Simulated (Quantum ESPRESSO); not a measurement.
# Magnetic state of MnS (Browneite) from several starts, part 2 of 2

Does MnS (Browneite) prefer parallel or opposed moments?

Quantum ESPRESSO 7.5; LDA with U = 4 eV on Mn d (ortho-atomic projectors); plane waves with GBRV 1.5 LDA potentials, no spin-orbit coupling.

So far: The starting structure; Run 1, typed as ferro +.

### Step 3. Start 2: antiferro q=(0,1/2,1/2) +−

The cell is doubled to 4 atoms to hold this order. The wavevector q is in fractions of the reciprocal vectors of the crystal's primitive cell, as the cells of these inputs are built from it; moments change sign between cells as cos(2π q·R).

The input, pw.in:

```
&CONTROL
  calculation = 'scf'
  prefix = 'pwscf'
  outdir = './tmp'
  pseudo_dir = './pseudo'
  disk_io = 'nowf'
/
&SYSTEM
  ibrav = 0
  celldm(1) = 8
  nat = 4
  ntyp = 3
  ecutwfc = 40
  ecutrho = 280
  nbnd = 30
  occupations = 'smearing'
  smearing = 'fd'
  degauss = 0.00367493
  nspin = 2
  starting_magnetization(1) = 0.3
  starting_magnetization(2) = -0.3
  starting_magnetization(3) = 0
/
&ELECTRONS
  conv_thr = 8d-09
  electron_maxstep = 150
  mixing_beta = 0.3
/
ATOMIC_SPECIES
Mn1    54.9380 mn_lda_v1.5.uspp.F.UPF
Mn2    54.9380 mn_lda_v1.5.uspp.F.UPF
S      32.0600 s_lda_v1.4.uspp.F.UPF
CELL_PARAMETERS alat
   0.0000000000000    0.6614041436190    0.6614041436190
   1.3228082872380    0.0000000000000    1.3228082872380
   1.3228082872380    0.6614041436190    0.6614041436190
ATOMIC_POSITIONS crystal
Mn1     0.0000000000    0.0000000000    0.0000000000
Mn2     0.0000000000    0.5000000000    0.0000000000
S       0.2500000000    0.0000000000    0.2500000000
S       0.2500000000    0.5000000000    0.2500000000
K_POINTS automatic
6 3 6 0 0 0
HUBBARD {ortho-atomic}
U Mn1-3d 4.0000
U Mn2-3d 4.0000
```

Started as:

```sh
$ OMP_NUM_THREADS=1 mpirun -n 4 pw.x -nk 4 -in pw.in > pw.out
```

Log:

```text
[banner, memory and clock lines left out]
Program PWSCF v.7.5 starts

     Message from routine setup:
     using ibrav=0 with symmetry is DISCOURAGED, use correct ibrav instead

     bravais-lattice index     =            0
     lattice parameter (alat)  =       8.0000  a.u.
     unit-cell volume          =     592.5578 (a.u.)^3
     number of atoms/cell      =            4
     number of atomic types    =            3
     number of electrons       =        42.00
     number of Kohn-Sham states=           30
     kinetic-energy cutoff     =      40.0000  Ry
     charge density cutoff     =     280.0000  Ry
     scf convergence threshold =      8.0E-09
     mixing beta               =       0.3000
     number of iterations used =            8  plain     mixing
     Exchange-correlation=  SLA  PZ   NOGX NOGC
                           (   1   1   0   0   0   0   0)
     Hubbard projectors: ortho-atomic
     Hubbard parameters of DFT+U (Dudarev formulation) in eV:
     U(Mn1-3d) =  4.0000
     U(Mn2-3d) =  4.0000

     Internal variables: lda_plus_u =T, lda_plus_u_kind = 0

     Internal variables: orbital_resolved =F, hub_pot_fix =F, apply_U = F

     celldm(1)=   8.000000  celldm(2)=   0.000000  celldm(3)=   0.000000
     celldm(4)=   0.000000  celldm(5)=   0.000000  celldm(6)=   0.000000

     crystal axes: (cart. coord. in units of alat)
               a(1) = (   0.000000   0.661404   0.661404 )
               a(2) = (   1.322808   0.000000   1.322808 )
               a(3) = (   1.322808   0.661404   0.661404 )

     reciprocal axes: (cart. coord. in units 2 pi/alat)
               b(1) = ( -0.755967  0.755967  0.755967 )
               b(2) = (  0.000000 -0.755967  0.755967 )
               b(3) = (  0.755967  0.755967 -0.755967 )

     PseudoPot. # 1 for Mn read from file:
     mn_lda_v1.5.uspp.F.UPF
     Pseudo is Ultrasoft + core correction, Zval = 15.0

     PseudoPot. # 2 for Mn read from file:
     mn_lda_v1.5.uspp.F.UPF
     Pseudo is Ultrasoft + core correction, Zval = 15.0

     PseudoPot. # 3 for S  read from file:
     s_lda_v1.4.uspp.F.UPF
     Pseudo is Ultrasoft + core correction, Zval =  6.0

     atomic species   valence    mass     pseudopotential
     Mn1              15.00    54.93800     Mn( 1.00)
     Mn2              15.00    54.93800     Mn( 1.00)
     S                 6.00    32.06000     S ( 1.00)

     Starting magnetic structure
     atomic species   magnetization
     Mn1             0.300
     Mn2            -0.300
     S               0.000

      8 Sym. Ops. (no inversion) found

   Cartesian axes

     site n.     atom                  positions (alat units)
         1        Mn1    tau(   1) = (   0.0000000   0.0000000   0.0000000  )
         2        Mn2    tau(   2) = (   0.6614041   0.0000000   0.6614041  )
         3        S      tau(   3) = (   0.3307021   0.3307021   0.3307021  )
         4        S      tau(   4) = (   0.9921062   0.3307021   0.9921062  )

     number of k points=    20  Fermi-Dirac smearing, width (Ry)=  0.0037
                       cart. coord. in units 2pi/alat
        k(    1) = (   0.0000000   0.0000000   0.0000000), wk =   0.0092593
        k(    2) = (   0.1259946   0.1259946  -0.1259946), wk =   0.0740741
        k(    3) = (   0.2519891   0.2519891  -0.2519891), wk =   0.0740741
        k(    4) = (  -0.3779837  -0.3779837   0.3779837), wk =   0.0185185
        k(    5) = (   0.0000000  -0.2519891   0.2519891), wk =   0.0370370
        [... 15 further k-points ...]

     Dense  grid:    46901 G-vectors     FFT dimensions: (  40,  80,  72)

     Smooth grid:    20215 G-vectors     FFT dimensions: (  32,  64,  54)

     Check: negative core charge=   -0.000033
     Generating pointlists ...
     new r_m :   0.2363 (alat units)  1.8902 (a.u.) for type    1
     new r_m :   0.2363 (alat units)  1.8902 (a.u.) for type    2
     new r_m :   0.2363 (alat units)  1.8902 (a.u.) for type    3

     Initial potential from superposition of free atoms

     starting charge      40.9998, renormalised to      42.0000

     STARTING HUBBARD OCCUPATIONS:

     =================== HUBBARD OCCUPATIONS ===================
     ------------------------ ATOM    1 ------------------------
     Tr[ns(  1)] (up, down, total) =   5.00000  0.00000  5.00000
     Atomic magnetic moment for atom   1 =   5.00000
     [... lines left out ...]
     ------------------------ ATOM    2 ------------------------
     Tr[ns(  2)] (up, down, total) =   0.00000  5.00000  5.00000
     Atomic magnetic moment for atom   2 =  -5.00000
     [... lines left out ...]
     Number of occupied Hubbard levels =   10.0000

     Atomic wfc used for Hubbard projectors are orthogonalized

     Starting wfcs are   34 randomized atomic wfcs

     Self-consistent Calculation

     iteration #  1     ecut=    40.00 Ry     beta= 0.30
     Davidson diagonalization with overlap
     ethr =  1.00E-02,  avg # of iterations =  4.6

     =================== HUBBARD OCCUPATIONS ===================
     ------------------------ ATOM    1 ------------------------
     Tr[ns(  1)] (up, down, total) =   4.80425  0.18170  4.98595
     Atomic magnetic moment for atom   1 =   4.62255
     [... lines left out ...]
     ------------------------ ATOM    2 ------------------------
     Tr[ns(  2)] (up, down, total) =   0.18173  4.80466  4.98640
     Atomic magnetic moment for atom   2 =  -4.62293
     [... lines left out ...]
     Number of occupied Hubbard levels =    9.9724

     total energy              =    -470.29842349 Ry
     estimated scf accuracy    <       1.03714930 Ry

     total magnetization       =    -0.00 Bohr mag/cell
     absolute magnetization    =     9.45 Bohr mag/cell

     iteration #  2     ecut=    40.00 Ry     beta= 0.30
     Davidson diagonalization with overlap
     ethr =  2.47E-03,  avg # of iterations =  2.0

     total energy              =    -470.48143343 Ry
     estimated scf accuracy    <       0.04758736 Ry

     total magnetization       =     0.00 Bohr mag/cell
     absolute magnetization    =     9.51 Bohr mag/cell

     [... further iterations left out ...]

     iteration # 12     ecut=    40.00 Ry     beta= 0.30
     Davidson diagonalization with overlap
     ethr =  3.07E-10,  avg # of iterations =  1.9

     negative rho (up, down):  2.401E-04 2.401E-04

     total energy              =    -470.49855842 Ry
     estimated scf accuracy    <       0.00000008 Ry

     total magnetization       =     0.00 Bohr mag/cell
     absolute magnetization    =     9.53 Bohr mag/cell

     iteration # 13     ecut=    40.00 Ry     beta= 0.30
     Davidson diagonalization with overlap
     ethr =  1.97E-10,  avg # of iterations =  2.0

     negative rho (up, down):  2.401E-04 2.401E-04

     Magnetic moment per site  (integrated on atomic sphere of radius R)
     atom   1 (R=0.236)  charge= 12.9234  magn=  4.2513
     atom   2 (R=0.236)  charge= 12.9234  magn= -4.2513
     atom   3 (R=0.236)  charge=  4.2133  magn= -0.0000
     atom   4 (R=0.236)  charge=  4.2133  magn=  0.0000

     End of self-consistent calculation

     =================== HUBBARD OCCUPATIONS ===================
     ------------------------ ATOM    1 ------------------------
     Tr[ns(  1)] (up, down, total) =   4.94169  0.33369  5.27538
     Atomic magnetic moment for atom   1 =   4.60800
     [... lines left out ...]
     ------------------------ ATOM    2 ------------------------
     Tr[ns(  2)] (up, down, total) =   0.33369  4.94169  5.27538
     Atomic magnetic moment for atom   2 =  -4.60800
     [... lines left out ...]
     Number of occupied Hubbard levels =   10.5508

     [... lines left out ...]
     the Fermi energy is     7.0923 ev

!    total energy              =    -470.49855844 Ry
     estimated scf accuracy    <          3.5E-09 Ry
     smearing contrib. (-TS)   =      -0.00000000 Ry
     internal energy E=F+TS    =    -470.49855844 Ry

     The total energy is F=E-TS. E is the sum of the following terms:
     one-electron contribution =    -316.18062561 Ry
     hartree contribution      =     168.51372353 Ry
     xc contribution           =     -69.50128120 Ry
     ewald contribution        =    -253.43760863 Ry
     Hubbard energy            =       0.10723346 Ry

     total magnetization       =     0.00 Bohr mag/cell
     absolute magnetization    =     9.53 Bohr mag/cell

     convergence has been achieved in  13 iterations
```

Elapsed: 34 s, on 4 MPI ranks of Arm Neoverse V1, shared host; peak memory 0.55 GiB.

Spin moment in the atom's sphere by atom:

```
atom  spin moment in the atom's sphere (μB)
 Mn1                                   4.25
 Mn2                                  -4.25
  S3                                   0.00
  S4                                   0.00
```

Numbers from this step:

```yaml
smearing_term_ts: 1.52e-12 eV
magnetization: 0 μB
absolute_magnetization: 9.526 μB
final_state: antiferromagnetic
```

### Step 4. Run 3, typed as antiferro q=(0,0,1/2) +−

The cell is doubled to 4 atoms to hold this order.

pw.in: that of step 3 with these lines changed.

```diff
@@ -34,11 +34,11 @@
    0.0000000000000    0.6614041436190    0.6614041436190
-   1.3228082872380    0.0000000000000    1.3228082872380
-   1.3228082872380    0.6614041436190    0.6614041436190
+   0.6614041436190    0.0000000000000    0.6614041436190
+   1.3228082872380    1.3228082872380    0.0000000000000
 ATOMIC_POSITIONS crystal
 Mn1     0.0000000000    0.0000000000    0.0000000000
-Mn2     0.0000000000    0.5000000000    0.0000000000
-S       0.2500000000    0.0000000000    0.2500000000
-S       0.2500000000    0.5000000000    0.2500000000
+Mn2     0.0000000000    0.0000000000    0.5000000000
+S       0.2500000000    0.2500000000    0.1250000000
+S       0.2500000000    0.2500000000    0.6250000000
 K_POINTS automatic
-6 3 6 0 0 0
+6 6 3 0 0 0
 HUBBARD {ortho-atomic}
```

Log:

```text
     [... lines left out ...]
Program PWSCF v.7.5 starts
     [... lines left out ...]
     number of atoms/cell      =            4
     [... lines left out ...]
     number of electrons       =        42.00
     number of Kohn-Sham states=           30
     kinetic-energy cutoff     =      40.0000  Ry
     charge density cutoff     =     280.0000  Ry
     scf convergence threshold =      8.0E-09
     [... lines left out ...]
      6 Sym. Ops. (no inversion) found
     [... lines left out ...]
     number of k points=    16  Fermi-Dirac smearing, width (Ry)=  0.0037
     [... lines left out ...]
     iteration # 13     ecut=    40.00 Ry     beta= 0.30
     [... lines left out ...]
     Magnetic moment per site  (integrated on atomic sphere of radius R)
     atom   1 (R=0.236)  charge= 12.9222  magn=  4.2700
     atom   2 (R=0.236)  charge= 12.9222  magn= -4.2700
     atom   3 (R=0.236)  charge=  4.2159  magn=  0.0346
     atom   4 (R=0.236)  charge=  4.2159  magn= -0.0346
     [... lines left out ...]
     Tr[ns(  1)] (up, down, total) =   4.94461  0.32157  5.26618
     [... lines left out ...]
     Tr[ns(  2)] (up, down, total) =   0.32157  4.94461  5.26618
     [... lines left out ...]
     the Fermi energy is     7.3363 ev
!    total energy              =    -470.49469771 Ry
     estimated scf accuracy    <          3.0E-09 Ry
     smearing contrib. (-TS)   =      -0.00000000 Ry
     [... lines left out ...]
     total magnetization       =    -0.00 Bohr mag/cell
     absolute magnetization    =     9.61 Bohr mag/cell
     convergence has been achieved in  13 iterations
```

Wall time 17 s (4 MPI ranks); peak memory 0.5 GiB.

Spin moment in the atom's sphere by atom:

```
atom  spin moment in the atom's sphere (μB)
 Mn1                                   4.27
 Mn2                                  -4.27
  S3                                   0.03
  S4                                  -0.03
```

Numbers from this step:

```
smearing term TS       : 1.70e-10 eV
magnetization          : 0 μB
absolute magnetization : 9.612 μB
final state            : antiferromagnetic
```

### Step 5. The states side by side

An order is kept where moments of 0.15 μB or more survive with the typed signs; meshes match where a doubled cell samples the same k points as the first cell.

Orders:

```
                     start        final state  typed order kept  energy over the lowest (meV a seeded atom)  largest site moment (μB)  net moment (μB a cell of the first run)  mesh matched  CPU time (s)
                   ferro +      ferromagnetic               yes                                       113.4                     4.332                                        5           yes         18.41
antiferro q=(0,1/2,1/2) +-  antiferromagnetic               yes                                           0                     4.251                                        0           yes         134.1
  antiferro q=(0,0,1/2) +-  antiferromagnetic               yes                                       26.26                      4.27                                        0           yes            69
```

### Step 6. Couplings from the energies

E = −Σ J e·e over ordered pairs of unit vectors, so each pair counts twice. As many shells are taken as there are differences of energy, so the couplings are solved for and no residual tests the model; further shells are folded in, and shells whose pairs keep their relative signs in all orders cancel and are not probed. Couplings from the energies:

```
 pair  distance (Å)  neighbours an atom  J (meV)
Mn-Mn          3.96                  12   -7.086
Mn-Mn           5.6                   6  -0.1734
```

### Step 7. Occupations of the corrected shells in the lowest state

Occupations of the Hubbard shells:

```
block  type  shell  spin  electrons             occupation numbers
    1   Mn1     3d    up      4.942  0.983 0.985 0.985 0.994 0.995
    1   Mn1     3d  down     0.3337  0.029 0.034 0.088 0.088 0.095
    2   Mn2     3d    up     0.3337  0.029 0.034 0.088 0.088 0.095
    2   Mn2     3d  down      4.942  0.983 0.985 0.985 0.994 0.995
```

### Step 8. What came out

| Item | Value |
| --- | --- |
| lowest state found | antiferromagnetic (from antiferro q=(0,1/2,1/2) +-) |
| largest site moment | 4.25 μB |
| next state with moments | antiferromagnetic, 26.3 meV a seeded atom higher |
| J of the weightiest shell (Mn-Mn, 3.96 Å; E = −Σ J e·e, ordered pairs) | -7.09 meV |

The largest moment changes by 1.9 % between the kept orders, as for well localised moments. Only these 3 starts were compared; other wavevectors, canted and longer-period orders were not.

[Logs and program files are shortened in this print: banners, set-up blocks, solver, clock and traceback lines can be left out without a mark of their own.]

[Logs are printed without paths, hosts, clocks, repeated set-up lines and the standing remarks that a program may print on its own settings, such as how far it seeks lower states.]

[Hosts, paths, dates, database ids (printed as entryN), source tags and the programs' standing remarks are cut or masked in the printed files.]

[Where a cell is said to come from a database of computed structures, the database is the Materials Project.]
